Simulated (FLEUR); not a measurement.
# Collinear magnetic orders of MnS with FLEUR, part 3 of 3

A self-consistent run ends on one state, which hangs on the start. Several orders of MnS are started in FLEUR and their energies compared.

FLEUR MaX-R8.1; LDA (VWN) with U = 4 eV on Mn d; all-electron FLAPW, Dirac cores, scalar-relativistic bands.

So far, largest spin moment in the muffin-tin sphere (μB): step 2 (run 1 (ferro +)) 4.73; step 3 (start 2: antiferro q=(0,1/2,1/2) +-) 4.69; step 4 (run 3 (antiferro q=(0,0,1/2) +-)) 4.60.

The database entry behind the starting cell differs from later determinations by our own check (an axis about 0.2 % short against later determinations), so it need not match the best structure at ambient conditions.

## 5. Another try

An input with a fault is tried, to see how the program answers.

inp.xml

```
<?xml version="1.0" encoding="UTF-8" standalone="no"?>
<fleurInput fleurInputVersion="0.39">
   <comment>
      MnS
   </comment>
   <calculationSetup>
      <cutoffs Kmax="3.97" Gmax="11.9" GmaxXC="11.9" numbands="0"/>
      <scfLoop itmax="100" minDistance="0.0001" maxIterBroyd="15" imix="Anderson" alpha="0.05" precondParam="0.0" spinf="2.0" sdNocoIR="T"/>
      <coreElectrons ctail="T" frcor="F" kcrel="0" coretail_lmax="0"/>
      <xcFunctional name="vwn" relativisticCorrections="F"/>
      <magnetism jspins="2"/>
      <soc l_soc="F" theta="0.0" phi="0.0" spav="F"/>
      <expertModes spex="0" secvar="F"/>
      <geometryOptimization l_f="F" forcealpha="1.0" forcemix="BFGS" epsdisp="0.00001" epsforce="0.00001"/>
      <ldaU l_linMix="F" mixParam="0.05" spinf="1.0"/>
   </calculationSetup>
   <cell>
      <bzIntegration valenceElectrons="21.0" mode="hist" fermiSmearingEnergy="0.00183747">
         <kPointListSelection listName="default-1"/>
         <xi:include xmlns:xi="http://www.w3.org/2001/XInclude" href="kpts.xml"> </xi:include>
      </bzIntegration>
      <xi:include xmlns:xi="http://www.w3.org/2001/XInclude" href="sym.xml"> </xi:include>
      <bulkLattice scale="1.0">
         <bravaisMatrix>
            <row-1>    0.0000000000000000     4.9217916915206992     4.9217916915206992</row-1>
            <row-2>    4.9217916915206992     0.0000000000000000     4.9217916915206992</row-2>
            <row-3>    4.9217916915206992     4.9217916915206992     0.0000000000000000</row-3>
         </bravaisMatrix>
      </bulkLattice>
   </cell>
   <atomSpecies>
      <species name="Manganese 4.500" element="Mn" atomicNumber="25">
         <mtSphere radius="2.8" gridPoints="925" logIncrement="0.013"/>
         <atomicCutoffs lmax="10" lnonsphr="8"/>
         <electronConfig flipSpins="F">
            <coreConfig>(1s1/2) (2s1/2) (2p1/2) (2p3/2)</coreConfig>
            <valenceConfig>(3s1/2) (3p1/2) (3p3/2) (4s1/2) (3d3/2) (3d5/2)</valenceConfig>
            <stateOccupation state="(3d3/2)" spinUp="1.75" spinDown="0.25"/>
            <stateOccupation state="(3d5/2)" spinUp="3.0" spinDown="0.0"/>
         </electronConfig>
         <energyParameters s="4" p="4" d="3" f="4"/>
         <ldaU l="2" U="4.0" J="0.0" l_amf="F"/>
      </species>
      <species name="Sulfur (S)" element="S" atomicNumber="16">
         <mtSphere radius="1.89" gridPoints="625" logIncrement="0.018"/>
         <atomicCutoffs lmax="8" lnonsphr="6"/>
         <electronConfig flipSpins="F">
            <coreConfig>(1s1/2) (2s1/2) (2p1/2) (2p3/2)</coreConfig>
            <valenceConfig>(3s1/2) (3p1/2) (3p3/2)</valenceConfig>
            <stateOccupation state="(3p1/2)" spinUp="0.666667" spinDown="0.666667"/>
            <stateOccupation state="(3p3/2)" spinUp="1.333333" spinDown="1.333333"/>
         </electronConfig>
         <energyParameters s="3" p="3" d="3" f="4"/>
      </species>
   </atomSpecies>
   <atomGroups>
      <atomGroup species="Manganese 4.500">
         <relPos label="                   1">.0000000000 .0000000000 .0000000000</relPos>
         <force calculate="T" relaxXYZ="TTT"/>
      </atomGroup>
      <atomGroup species="Sulfur (S)">
         <relPos label="                   2">1.000/2.000 1.000/2.000 1.000/2.000</relPos>
         <force calculate="T" relaxXYZ="TTT"/>
      </atomGroup>
   </atomGroups>
   <output dos="F" band="F" slice="F">
      <bandDOS minEnergy="-.5*Htr" maxEnergy="0.5*Htr" sigma="0.015" storeEVData="T"/>
      <plotting iplot="0" polar="F">
         <plot TwoD="T" vec1="  1.0  0.0  0.0" vec2="  0.0  1.0  0.0" vec3="  0.0  0.0  1.0" zero="  0.0  0.0  0.0" file="plot"/>
      </plotting>
      <moessbauerParams electricFieldGradient="F" isomerShift="F" coreHyperfine="F" valenceHyperfine="F"/>
   </output>
</fleurInput>
```

crystal.txt

```
MnS
&input film=F cartesian=F /
0.00000000000  2.60450000000  2.60450000000
2.60450000000  0.00000000000  2.60450000000
2.60450000000  2.60450000000  0.00000000000
1.8897261246
1.0 1.0 1.0

2
25 0.00000000000  0.00000000000  0.00000000000 : 4.500
16 0.50000000000  0.50000000000  0.50000000000

&kpt div1=8 div2=8 div3=8 gamma=T /
```

The run is started by

```sh
$ OMP_NUM_THREADS=1 inpgen -f crystal.txt > inpgen.log  # inp.xml is then edited as shown
$ OMP_NUM_THREADS=1 mpirun -n 4 fleur_MPI > fleur.log
```

The log of the run:

```text
[banner, memory and clock lines left out]
Welcome to FLEUR        (www.flapw.de)
      MaX-Release 8.1          (www.max-centre.eu)

 ========== k-point set info ==========
 Selected k-point list: default-1
 k-point list type: mesh
 0 x 0 x 0
 Number of k points: 32

 [... set-up left out ...]
 no density matrix found ... skipping LDA+U
 Reset of history
 Iteration:     1   Distance:     159.94987209 me/bohr^3
 Iteration:     2   Distance:     140.49069322 me/bohr^3
 Iteration:     3   Distance:     127.87227751 me/bohr^3
 Iteration:     4   Distance:      71.08131658 me/bohr^3
 Iteration:     5   Distance:      56.18831133 me/bohr^3
 Iteration:     6   Distance:      15.43432367 me/bohr^3
 Iteration:     7   Distance:       5.52385451 me/bohr^3
 Iteration:     8   Distance:       2.30941152 me/bohr^3
 Iteration:     9   Distance:       2.55483351 me/bohr^3
 Iteration:    10   Distance:       0.34856484 me/bohr^3
 Iteration:    11   Distance:       0.33609654 me/bohr^3
 Iteration:    12   Distance:       0.12153798 me/bohr^3
 Iteration:    13   Distance:       0.11654258 me/bohr^3
 Iteration:    14   Distance:       0.05348479 me/bohr^3
 Iteration:    15   Distance:       0.05987662 me/bohr^3
 Iteration:    16   Distance:       0.01494013 me/bohr^3
 Iteration:    17   Distance:       0.01451372 me/bohr^3
 Iteration:    18   Distance:       0.00398543 me/bohr^3
 Iteration:    19   Distance:       0.00154578 me/bohr^3
 Iteration:    20   Distance:       0.00026516 me/bohr^3
 Iteration:    21   Distance:       0.00024480 me/bohr^3
 Iteration:    22   Distance:       0.00007306 me/bohr^3

 ********************************************************************
 Run finished successfully
 Stop message:
   all done
 ********************************************************************

--- out.xml (last complete iteration) ---
<iteration numberForCurrentRun="   22" overallNumber="   22">
         [... left out ...]
         <bandgap value="0.0004840821" units="eV"/>
         <sumValenceSingleParticleEnergies value="-3.6868328033" units="Htr"/>
         <FermiEnergy value="0.4922042661" units="Htr"/>
         [... left out ...]
         <magneticMomentsInMTSpheres units="muBohr">
            <globalMagMoment atomType="1" vec="0.00000   0.00000   0.00000"/>
            <globalMagMoment atomType="2" vec="0.00000   0.00000   0.00000"/>
         </magneticMomentsInMTSpheres>
         [... left out ...]
         <totalEnergy value="    -1535.7004886853" units="Htr">
            <sumOfEigenvalues value="     -898.2156752990">
               <coreElectrons value="-894.5288424956"/>
               <valenceElectrons value="-3.6868328033"/>
            </sumOfEigenvalues>
         [... left out ...]
            <freeEnergy value="-1535.7011402931"/>
            <extrapolationTo0K value="-1535.7008144892"/>
         </totalEnergy>
         [... left out ...]
         <ldaUDensityMatrixConvergence>
            <distance spin="1" distance="0.000000"/>
            <distance spin="2" distance="0.000000"/>
         </ldaUDensityMatrixConvergence>
         <densityConvergence units="me/bohr^3">
            <chargeDensity spin="1" distance="0.0000446501"/>
            <chargeDensity spin="2" distance="0.0000424819"/>
            <overallChargeDensity distance="0.0000730567"/>
            <spinDensity distance="0.0000475332"/>
         </densityConvergence>
      </iteration>
```

Wall time 13 s (4 MPI ranks of Intel Xeon Platinum 8488C (Sapphire Rapids), shared host); peak memory 0.25 GiB; 52 s of CPU time.

Convergence was reached, yet the input spoils the result.

The fault in the input: semicore states without local orbitals.

The two runs compared:

```csv
quantity,this run,first run,difference
largest moment (μB),0,4.7300,-4.73
magnetization (μB),0,4.9999,-5.00
free energy (eV),-41788.56,-42301.21,513
```

One result that differs is the largest moment, 0 μB against 4.73 μB.

Semicore states counted as valence have no basis functions without local orbitals, so their electrons fill higher states.

## 6. Ranking

Free energies are divided by the number of seeded atoms, so that cells of unlike size compare. Wavevectors q in the names are fractions of the primitive cell's reciprocal vectors.

Orders:

| start | final state | typed order kept | energy over the lowest (meV a seeded atom) | largest sphere moment (μB) | net moment (μB a primitive cell) | mesh matched | CPU time (s) |
| --- | --- | --- | --- | --- | --- | --- | --- |
| ferro + | ferromagnetic | yes | 50.18 | 4.73 | 5 | yes | 38.09 |
| antiferro q=(0,1/2,1/2) +- | antiferromagnetic | yes | 39.46 | 4.69 | 0 | yes | 316 |
| antiferro q=(0,0,1/2) +- | antiferromagnetic | yes | 0 | 4.599 | 0 | yes | 295.9 |

## 7. Spin–orbit coupling, moments along [001]

Spin–orbit coupling ties the spins to the lattice and lets orbital moments form.

A new self-consistent run of the start antiferro q=(0,0,1/2) +-, with the moments along z.

inp.xml

```
<?xml version="1.0" encoding="UTF-8" standalone="no"?>
<fleurInput fleurInputVersion="0.39">
   <comment>
      MnS
   </comment>
   <calculationSetup>
      <cutoffs Kmax="3.97" Gmax="11.9" GmaxXC="11.9" numbands="122"/>
      <scfLoop itmax="130" minDistance="0.0001" maxIterBroyd="15" imix="Anderson" alpha="0.05" precondParam="0.0" spinf="2.0" sdNocoIR="T"/>
      <coreElectrons ctail="T" frcor="F" kcrel="0" coretail_lmax="0"/>
      <xcFunctional name="vwn" relativisticCorrections="F"/>
      <magnetism jspins="2"/>
      <soc l_soc="T" theta="0.0" phi="0.0" spav="F"/>
      <expertModes spex="0" secvar="F"/>
      <geometryOptimization l_f="F" forcealpha="1.0" forcemix="BFGS" epsdisp="0.00001" epsforce="0.00001"/>
      <ldaU l_linMix="F" mixParam="0.05" spinf="1.0"/>
   </calculationSetup>
   <cell>
      <bzIntegration valenceElectrons="42.0" mode="hist" fermiSmearingEnergy="0.00183747">
         <kPointListSelection listName="default-1"/>
         <xi:include xmlns:xi="http://www.w3.org/2001/XInclude" href="kpts.xml"> </xi:include>
      </bzIntegration>
      <xi:include xmlns:xi="http://www.w3.org/2001/XInclude" href="sym.xml"> </xi:include>
      <bulkLattice scale="1.0">
         <bravaisMatrix>
            <row-1>    0.0000000000000000     4.9217916915206992     4.9217916915206992</row-1>
            <row-2>    4.9217916915206992     0.0000000000000000     4.9217916915206992</row-2>
            <row-3>    9.8435833830413983     9.8435833830413983     0.0000000000000000</row-3>
         </bravaisMatrix>
      </bulkLattice>
   </cell>
   <atomSpecies>
      <species name="Manganese 4.500" element="Mn" atomicNumber="25">
         <mtSphere radius="2.8" gridPoints="925" logIncrement="0.013"/>
         <atomicCutoffs lmax="10" lnonsphr="8"/>
         <electronConfig flipSpins="F">
            <coreConfig>(1s1/2) (2s1/2) (2p1/2) (2p3/2)</coreConfig>
            <valenceConfig>(3s1/2) (3p1/2) (3p3/2) (4s1/2) (3d3/2) (3d5/2)</valenceConfig>
            <stateOccupation state="(3d3/2)" spinUp="1.75" spinDown="0.25"/>
            <stateOccupation state="(3d5/2)" spinUp="3.0" spinDown="0.0"/>
         </electronConfig>
         <energyParameters s="4" p="4" d="3" f="4"/>
         <ldaU l="2" U="4.0" J="0.0" l_amf="F"/>
         <lo type="SCLO" l="0" n="3" eDeriv="0"/>
         <lo type="SCLO" l="1" n="3" eDeriv="0"/>
      </species>
      <species name="Manganese -4.500" element="Mn" atomicNumber="25">
         <mtSphere radius="2.8" gridPoints="925" logIncrement="0.013"/>
         <atomicCutoffs lmax="10" lnonsphr="8"/>
         <electronConfig flipSpins="F">
            <coreConfig>(1s1/2) (2s1/2) (2p1/2) (2p3/2)</coreConfig>
            <valenceConfig>(3s1/2) (3p1/2) (3p3/2) (4s1/2) (3d3/2) (3d5/2)</valenceConfig>
            <stateOccupation state="(3d3/2)" spinUp="0.25" spinDown="1.75"/>
            <stateOccupation state="(3d5/2)" spinUp="0.0" spinDown="3.0"/>
         </electronConfig>
         <energyParameters s="4" p="4" d="3" f="4"/>
         <ldaU l="2" U="4.0" J="0.0" l_amf="F"/>
         <lo type="SCLO" l="0" n="3" eDeriv="0"/>
         <lo type="SCLO" l="1" n="3" eDeriv="0"/>
      </species>
      <species name="Sulfur (S)" element="S" atomicNumber="16">
         <mtSphere radius="1.89" gridPoints="625" logIncrement="0.018"/>
         <atomicCutoffs lmax="8" lnonsphr="6"/>
         <electronConfig flipSpins="F">
            <coreConfig>(1s1/2) (2s1/2) (2p1/2) (2p3/2)</coreConfig>
            <valenceConfig>(3s1/2) (3p1/2) (3p3/2)</valenceConfig>
            <stateOccupation state="(3p1/2)" spinUp="0.666667" spinDown="0.666667"/>
            <stateOccupation state="(3p3/2)" spinUp="1.333333" spinDown="1.333333"/>
         </electronConfig>
         <energyParameters s="3" p="3" d="3" f="4"/>
      </species>
   </atomSpecies>
   <atomGroups>
      <atomGroup species="Manganese 4.500">
         <relPos label="                   1">.0000000000 .0000000000 .0000000000</relPos>
         <force calculate="T" relaxXYZ="TTT"/>
      </atomGroup>
      <atomGroup species="Manganese -4.500">
         <relPos label="                   2">.0000000000 .0000000000 1.000/2.000</relPos>
         <force calculate="T" relaxXYZ="TTT"/>
      </atomGroup>
      <atomGroup species="Sulfur (S)">
         <relPos label="                   3">1.000/2.000 1.000/2.000 1.000/4.000</relPos>
         <relPos label="                   4">1.000/2.000 1.000/2.000 -1.000/4.000</relPos>
         <force calculate="T" relaxXYZ="TTT"/>
      </atomGroup>
   </atomGroups>
   <output dos="F" band="F" slice="F">
      <bandDOS minEnergy="-.5*Htr" maxEnergy="0.5*Htr" sigma="0.015" storeEVData="T"/>
      <plotting iplot="0" polar="F">
         <plot TwoD="T" vec1="  1.0  0.0  0.0" vec2="  0.0  1.0  0.0" vec3="  0.0  0.0  1.0" zero="  0.0  0.0  0.0" file="plot"/>
      </plotting>
      <moessbauerParams electricFieldGradient="F" isomerShift="F" coreHyperfine="F" valenceHyperfine="F"/>
   </output>
</fleurInput>
```

crystal.txt

```
MnS
&input film=F cartesian=F /
0.00000000000  2.60450000000  2.60450000000
2.60450000000  0.00000000000  2.60450000000
5.20900000000  5.20900000000  0.00000000000
1.8897261246
1.0 1.0 1.0

4
25 0.00000000000  0.00000000000  0.00000000000 : 4.500
25 0.00000000000  0.00000000000  0.50000000000 : -4.500
16 0.50000000000  0.50000000000  0.25000000000
16 0.50000000000  0.50000000000  0.75000000000

&soc 0.0000000 0.0000000 /
&kpt div1=8 div2=8 div3=4 gamma=T /
```

The log of the run:

```text
[banner, memory and clock lines left out]
Welcome to FLEUR        (www.flapw.de)
      MaX-Release 8.1          (www.max-centre.eu)

 ========== k-point set info ==========
 Selected k-point list: default-1
 k-point list type: mesh
 8 x 8 x 4
 Number of k points: 132

 [... set-up left out ...]
 no density matrix found ... skipping LDA+U
 Complex matrix made real
 Complex matrix made real
 Reset of history
 Iteration:     1   Distance:       7.09300593 me/bohr^3
 Iteration:     2   Distance:       7.09534559 me/bohr^3
 Iteration:     3   Distance:       6.54713504 me/bohr^3
 Iteration:     4   Distance:       3.70688703 me/bohr^3
 Iteration:     5   Distance:       2.18101883 me/bohr^3
 Iteration:     6   Distance:       1.52462451 me/bohr^3
 Iteration:     7   Distance:       0.35625159 me/bohr^3
 Iteration:     8   Distance:       0.26050699 me/bohr^3
 Iteration:     9   Distance:       0.06958744 me/bohr^3
 Iteration:    10   Distance:       0.04399503 me/bohr^3
 Iteration:    11   Distance:       0.00979275 me/bohr^3
 Iteration:    12   Distance:       0.00355709 me/bohr^3
 Iteration:    13   Distance:       0.00076445 me/bohr^3
 Iteration:    14   Distance:       0.00016506 me/bohr^3
 Iteration:    15   Distance:       0.00005612 me/bohr^3

 ********************************************************************
 Run finished successfully
 Stop message:
   all done
 ********************************************************************

--- out.xml (last complete iteration) ---
<iteration numberForCurrentRun="   15" overallNumber="   15">
         [... left out ...]
         <bandgap value="2.0577067817" units="eV"/>
         <sumValenceSingleParticleEnergies value="-27.3077856685" units="Htr"/>
         <FermiEnergy value="0.2298327767" units="Htr"/>
         [... left out ...]
         <magneticMomentsInMTSpheres units="muBohr">
            <globalMagMoment atomType="1" vec="0.00000   0.00000   4.59879"/>
            <globalMagMoment atomType="2" vec="0.00000   0.00000  -4.59879"/>
            <globalMagMoment atomType="3" vec="0.00000   0.00000   0.00000"/>
         </magneticMomentsInMTSpheres>
         <orbitalMomentsInMTSpheres units="muBohr">
            <globalMagMoment atomType="1" vec="0.00001   0.00001   0.00279"/>
            <globalMagMoment atomType="2" vec="-0.00001  -0.00001  -0.00279"/>
            <globalMagMoment atomType="3" vec="0.00000   0.00000   0.00000"/>
         </orbitalMomentsInMTSpheres>
         [... left out ...]
         <totalEnergy value="    -3109.0858950719" units="Htr">
            <sumOfEigenvalues value="    -1789.2566182440">
               <coreElectrons value="-1761.9488325755"/>
               <valenceElectrons value="-27.3077856685"/>
            </sumOfEigenvalues>
         [... left out ...]
            <freeEnergy value="-3109.0858950719"/>
            <extrapolationTo0K value="-3109.0858950719"/>
         </totalEnergy>
         [... left out ...]
         <ldaUDensityMatrixConvergence>
            <distance spin="1" distance="0.000003"/>
            <distance spin="2" distance="0.000003"/>
         </ldaUDensityMatrixConvergence>
         <densityConvergence units="me/bohr^3">
            <chargeDensity spin="1" distance="0.0000372648"/>
            <chargeDensity spin="2" distance="0.0000385924"/>
            <overallChargeDensity distance="0.0000510597"/>
            <spinDensity distance="0.0000561159"/>
         </densityConvergence>
      </iteration>
```

It took 6.1 min on 4 MPI ranks; peak memory 1.1 GiB.

Spin moment in the muffin-tin sphere by atom:

```
atom  spin moment in the muffin-tin sphere (μB)
 Mn1                                       4.60
 Mn2                                      -4.60
  S3                                       0.00
  S4                                       0.00
```

Numbers from this step:

```
free energy                                                       : -84602.5372 eV
program's band gap on this mesh (in a metal only a level spacing) : 2.058 eV
magnetization                                                     : 0 μB
final state                                                       : antiferromagnetic
orbital moment along the spin                                     : 0 μB
```

Orbital moment in the sphere, along the spin axis by atom:

| atom | orbital moment in the sphere, along the spin axis (μB) |
| --- | --- |
| Mn1 | 0.0028 |
| Mn2 | -0.0028 |
| S3 | 0.0000 |
| S4 | 0.0000 |

## 8. Summary of results

| Item | Value |
| --- | --- |
| lowest state found | antiferromagnetic (typed antiferro q=(0,0,1/2) +-) |
| largest site spin moment | 4.60 μB |
| next finished state | antiferromagnetic, 39.5 meV a seeded atom higher |
| orbital moment on the atom of largest spin, along its spin (spin–orbit run) | 0.00279 μB |

In words: The lowest state found is antiferromagnetic, reached from the start antiferro q=(0,0,1/2) +-, with moments up to 4.60 μB. The next finished state costs 39 meV a seeded atom. The shell is near half filling, where Hund's rules give no orbital moment. This is the lowest of 3 finished starts, no proof of the ground state.

[Logs and program files are shortened in this print: banners, set-up blocks, solver, clock and traceback lines can be left out without a mark of their own.]

[Logs are printed without paths, hosts, clocks, repeated set-up lines and the standing remarks that a program may print on its own settings, such as how far it seeks lower states.]

[Hosts, paths, dates, database ids (printed as entryN), source tags and the programs' standing remarks are cut or masked in the printed files.]

[Where a cell is said to come from a database of computed structures, the database is the Materials Project.]
